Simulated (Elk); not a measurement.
## Collinear magnetic orders of Fe3Ge with Elk

A self-consistent run ends on one state, which hangs on the start. Several orders of Fe3Ge are started in Elk and their energies compared.

Main program and level: Elk 11.2.3 (patched build); LDA (Perdew-Wang); all-electron APW+lo, Dirac cores, scalar-relativistic bands.

Report form: the programs' logs are mostly left out.

## Step 1: Starting point

Symmetry: Pm-3m, No. 221, cubic system. The conventional cell has a = 3.661 Å, b = 3.661 Å, c = 3.661 Å, α = 90.00°, β = 90.00°, γ = 90.00°. Fe has 4 Ge at 2.59 Å and 8 Fe at 2.59 Å nearest. Nearest to Ge lie 12 Fe at 2.59 Å. Farther neighbours are not listed.

The cell comes from a database of computed structures and need not be the stable phase.

## Step 2: Run 1 (ferro +++)

Parallel moments need no larger cell; this start tests for a ferromagnetic state only.

Moments are seeded by fields in the spheres (the last three columns under atoms), set against the wanted direction and reduced each loop.

Input file elk.in:

```
tasks
  0
  33
  73

xctype
  3

rgkmax
  7.0

nempty
  8

swidth
  0.005

reducebf
  0.5

epsengy
  1e-05

maxscl
  100

lmaxi
  3

spinpol
  .true.

sppath
  './'

avec
  6.91734346185 0.00000000000 0.00000000000
  0.00000000000 6.91734346185 0.00000000000
  0.00000000000 0.00000000000 6.91734346185

atoms
  2
  'Fe.in'
  3
  0.0000000000 0.5000000000 0.5000000000   0.000000 0.000000 -0.210000
  0.5000000000 0.5000000000 0.0000000000   0.000000 0.000000 -0.210000
  0.5000000000 0.0000000000 0.5000000000   0.000000 0.000000 -0.210000
  'Ge.in'
  1
  0.0000000000 0.0000000000 0.0000000000   0.000000 0.000000 0.000000

ngridk
  8 8 8

plot3d
  0 0 0
  1 0 0
  0 1 0
  0 0 1
  19 19 19
```

On the command line:

```sh
> OMP_NUM_THREADS=4 elk
```

It took 64 s on 4 threads of Arm Neoverse V2, shared host; peak memory 0.26 GiB.

Spin moment in the muffin-tin sphere by atom:

```
atom  spin moment in the muffin-tin sphere (μB)
 Fe1                                       2.11
 Fe2                                       2.11
 Fe3                                       2.11
 Ge4                                      -0.11
```

This step gave:

| Quantity | Value |
| --- | --- |
| density of states at the Fermi level | 3.786 states/eV/cell |
| moment between the spheres | -0.02757 μB |
| magnetization | 6.187 μB |
| final state | ferromagnetic |

After 20 cycles the largest moment stands at 2.11 μB.

## Step 3: Run 2 (antiferro q=(0,1/2,1/2) +-+-+-)

An opposed order shows whether the pairs that it reverses prefer unlike signs.

This order needs a doubled cell of 8 atoms. Its mesh is chosen so that both cells sample the same points.

Input file elk.in:

```
tasks
  0

xctype
  3

rgkmax
  7.0

nempty
  8

swidth
  0.005

reducebf
  0.5

epsengy
  1e-05

maxscl
  100

lmaxi
  3

spinpol
  .true.

sppath
  './'

avec
  6.91734346185 0.00000000000 0.00000000000
  0.00000000000 13.83468692370 0.00000000000
  0.00000000000 6.91734346185 6.91734346185

atoms
  2
  'Fe.in'
  6
  0.0000000000 0.0000000000 0.5000000000   0.000000 0.000000 -0.210000
  0.0000000000 0.5000000000 0.5000000000   0.000000 0.000000 0.210000
  0.5000000000 0.2500000000 0.0000000000   0.000000 0.000000 -0.210000
  0.5000000000 0.7500000000 0.0000000000   0.000000 0.000000 0.210000
  0.5000000000 0.7500000000 0.5000000000   0.000000 0.000000 -0.210000
  0.5000000000 0.2500000000 0.5000000000   0.000000 0.000000 0.210000
  'Ge.in'
  2
  0.0000000000 0.0000000000 0.0000000000   0.000000 0.000000 0.000000
  0.0000000000 0.5000000000 0.0000000000   0.000000 0.000000 0.000000

ngridk
  8 4 8
```

On the command line:

```sh
> OMP_NUM_THREADS=4 elk
```

The job ended after 22 min (4 threads; peak memory 0.63 GiB; 87 min of CPU time).

Spin moment in the muffin-tin sphere by atom:

```
atom  spin moment in the muffin-tin sphere (μB)
 Fe1                                       1.99
 Fe2                                      -1.99
 Fe3                                       1.82
 Fe4                                      -1.82
 Fe5                                       1.82
 Fe6                                      -1.82
 Ge7                                       0.00
 Ge8                                       0.00
```

Read from the output:

| Item | Value |
| --- | --- |
| density of states at the Fermi level | 11.04 states/eV/cell |
| moment between the spheres | 0 μB |
| magnetization | 0 μB |
| final state | antiferromagnetic |

It lies 99.2 meV a seeded atom over the first start, and its largest moment is 1.99 μB against 2.11 μB.

## Step 4: Order 3, typed as no spin polarisation

This run holds no moments, which gives a state to set the others against.

Input file elk.in:

```
tasks
  0

xctype
  3

rgkmax
  7.0

nempty
  8

swidth
  0.005

epsengy
  1e-05

maxscl
  100

lmaxi
  3

sppath
  './'

avec
  6.91734346185 0.00000000000 0.00000000000
  0.00000000000 6.91734346185 0.00000000000
  0.00000000000 0.00000000000 6.91734346185

atoms
  2
  'Fe.in'
  3
  0.0000000000 0.5000000000 0.5000000000   0.000000 0.000000 0.000000
  0.5000000000 0.5000000000 0.0000000000   0.000000 0.000000 0.000000
  0.5000000000 0.0000000000 0.5000000000   0.000000 0.000000 0.000000
  'Ge.in'
  1
  0.0000000000 0.0000000000 0.0000000000   0.000000 0.000000 0.000000

ngridk
  8 8 8
```

On the command line:

```sh
> OMP_NUM_THREADS=4 elk
```

It took 8.7 s on 4 threads; peak memory 0.11 GiB; 32 s of CPU time.

This step gave:

```
density of states at the Fermi level : 10.95 states/eV/cell
final state                          : non-magnetic (no spin polarisation)
```

It lies 257 meV a seeded atom over the first start.

## Step 5: Energies of the orders

These are free energies at a smearing of 0.136 eV, so its entropy term is in the differences. They are divided by the number of seeded atoms, so that cells of unlike size compare. Wavevectors q in the names are fractions of the reciprocal vectors of the first run's cell.

Orders:

```
                         start        final state  typed order kept  energy over the lowest (meV a seeded atom)  largest sphere moment (μB)  net moment (μB a primitive cell)  DOS at the Fermi level (states/eV a primitive cell)  mesh matched  CPU time (s)
                     ferro +++      ferromagnetic               yes                                           0                       2.109                             6.187                                                3.786           yes         248.1
antiferro q=(0,1/2,1/2) +-+-+-  antiferromagnetic               yes                                       99.18                        1.99                                 0                                                5.518           yes          5201
          no spin polarisation       non-magnetic                 -                                       257.2                           0                                 0                                                10.95           yes         32.17
```

## Step 6: Results

```json
{
 "lowest state found": "ferromagnetic (typed ferro +++)",
 "largest site moment": "2.11 μB",
 "next state": "antiferromagnetic, 99.2 meV a seeded atom higher",
 "energy gained by spin polarisation": "257 meV a seeded atom"
}
```

In words: The lowest state found is ferromagnetic, reached from the start ferro +++, with moments up to 2.11 μB. The next state costs 99 meV a seeded atom. Only 3 starts are shown; other collinear patterns, canted and longer-period orders are not.

[Logs and program files are shortened in this print: banners, set-up blocks, solver, clock and traceback lines can be left out without a mark of their own.]

[Logs are printed without paths, hosts, clocks, repeated set-up lines and the standing remarks that a program may print on its own settings, such as how far it seeks lower states.]

[Hosts, paths, dates, database ids (printed as entryN), source tags and the programs' standing remarks are cut or masked in the printed files.]

[Where a cell is said to come from a database of computed structures, the database is the Materials Project.]
